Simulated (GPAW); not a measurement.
Consider La2O3 (P-3m1).

```xyz
5
Lattice="3.9308 0.0000 0.0000 -1.9654 3.4042 0.0000 0.0000 0.0000 6.1120" Properties=species:S:1:pos:R:3 pbc="T T T"
La    0.0000    2.2694    1.5050
La    1.9654    1.1347    4.6070
O     0.0000    0.0000    0.0000
O     0.0000    2.2694    3.9477
O     1.9654    1.1347    2.1643
```

Absorber: atom 1, with 3 O at 2.36 Å, 1 O at 2.44 Å and 3 O at 2.72 Å (7-fold, site symmetry 3m). Method: GPAW, LDA, full core hole (charged cell), 15-atom cell with 6.8 Å between holes, 4×4×4 k points, dipole transitions, Gaussian full width 3.41 eV up to 4 eV, rising linearly to 3.5 eV at 25 eV, without spin-orbit coupling.

**Question.** What does the La L₃ edge look like?

Main maxima up to 29 eV above the zero (height): 2.0 eV (2.80) and 16.2 eV (0.62). At an L edge the dipole rule selects empty d (and weakly s) states on the absorber, and the strong line at the onset measures the empty part of its d band. 

The La L₃ spectrum (energy from the lowest empty level; intensity scaled to a mean of 1 over the first 20 eV; polarised curves are means over the symmetry-equivalent atoms):

```tsv
E (eV)	isotropic	ε ⊥ c	ε ∥ c
-2.0	0.40	0.40	0.41
-1.5	0.68	0.67	0.71
-1.0	1.04	1.01	1.09
-0.5	1.45	1.41	1.54
0.0	1.87	1.81	2.00
0.5	2.24	2.17	2.39
1.0	2.54	2.47	2.67
1.5	2.72	2.68	2.80
2.0	2.80	2.80	2.80
2.5	2.75	2.79	2.66
3.0	2.59	2.66	2.44
3.5	2.33	2.42	2.15
4.0	2.02	2.11	1.83
4.5	1.68	1.76	1.52
5.0	1.37	1.43	1.24
5.5	1.08	1.13	1.00
6.0	0.85	0.87	0.80
6.5	0.66	0.66	0.65
7.0	0.51	0.50	0.54
7.5	0.42	0.39	0.46
8.0	0.36	0.33	0.42
8.5	0.33	0.29	0.39
9.0	0.32	0.29	0.38
9.5	0.33	0.31	0.38
10.0	0.35	0.34	0.38
10.5	0.38	0.38	0.40
11.0	0.42	0.42	0.42
11.5	0.45	0.45	0.44
12.0	0.48	0.49	0.47
12.5	0.51	0.51	0.50
13.0	0.53	0.54	0.53
13.5	0.56	0.56	0.56
14.0	0.58	0.57	0.58
14.5	0.59	0.59	0.60
15.0	0.61	0.60	0.62
15.5	0.61	0.61	0.63
16.0	0.62	0.61	0.63
16.5	0.62	0.61	0.63
17.0	0.62	0.62	0.61
17.5	0.61	0.62	0.60
18.0	0.61	0.62	0.58
18.5	0.61	0.62	0.57
19.0	0.60	0.62	0.56
19.5	0.59	0.61	0.56
20.0	0.58	0.59	0.55
20.5	0.56	0.56	0.54
21.0	0.54	0.53	0.54
21.5	0.52	0.51	0.54
22.0	0.50	0.48	0.55
22.5	0.50	0.47	0.56
23.0	0.49	0.46	0.57
23.5	0.49	0.45	0.58
24.0	0.49	0.45	0.58
24.5	0.50	0.46	0.57
25.0	0.50	0.47	0.56
25.5	0.50	0.48	0.55
26.0	0.52	0.50	0.55
26.5	0.53	0.52	0.55
27.0	0.56	0.55	0.56
27.5	0.58	0.59	0.57
28.0	0.61	0.62	0.59
28.5	0.65	0.66	0.62
29.0	0.68	0.70	0.64
29.5	0.72	0.74	0.67
30.0	0.75	0.78	0.70
```

Only the L₃ part is meant: spin–orbit coupling of the core level isn't computed and the L₂ copy isn't added. The script folds with a Gaussian, whereas the core hole's own line is a Lorentzian, so the onset is too steep and the first peak too high. Lifetime broadening is put in by hand, and intensities beyond about 20 eV depend on it and on the partial waves; weight that the partial waves miss at high energy is lost. The structure is a computed Materials Project entry and may be a hypothetical form.

[Banner, clock and machine lines of the logs are left out without a mark of their own.]

[Logs are printed without paths, hosts, clocks, repeated set-up lines and the standing remarks that a program may print on its own settings, such as how far it seeks lower states.]

[Hosts, paths, dates, database ids (printed as entryN), source tags and the programs' standing remarks are cut or masked in the printed files.]

[Lists of maxima count a maximum above −3 eV only where it reaches 4 % of the highest in the window and stands out from its surroundings by 2 % of it (1.5 % where it reaches 55 %); shoulders and weaker maxima are passed over, and of the rest the first, up to two pre-edge ones and the few strongest are named.]
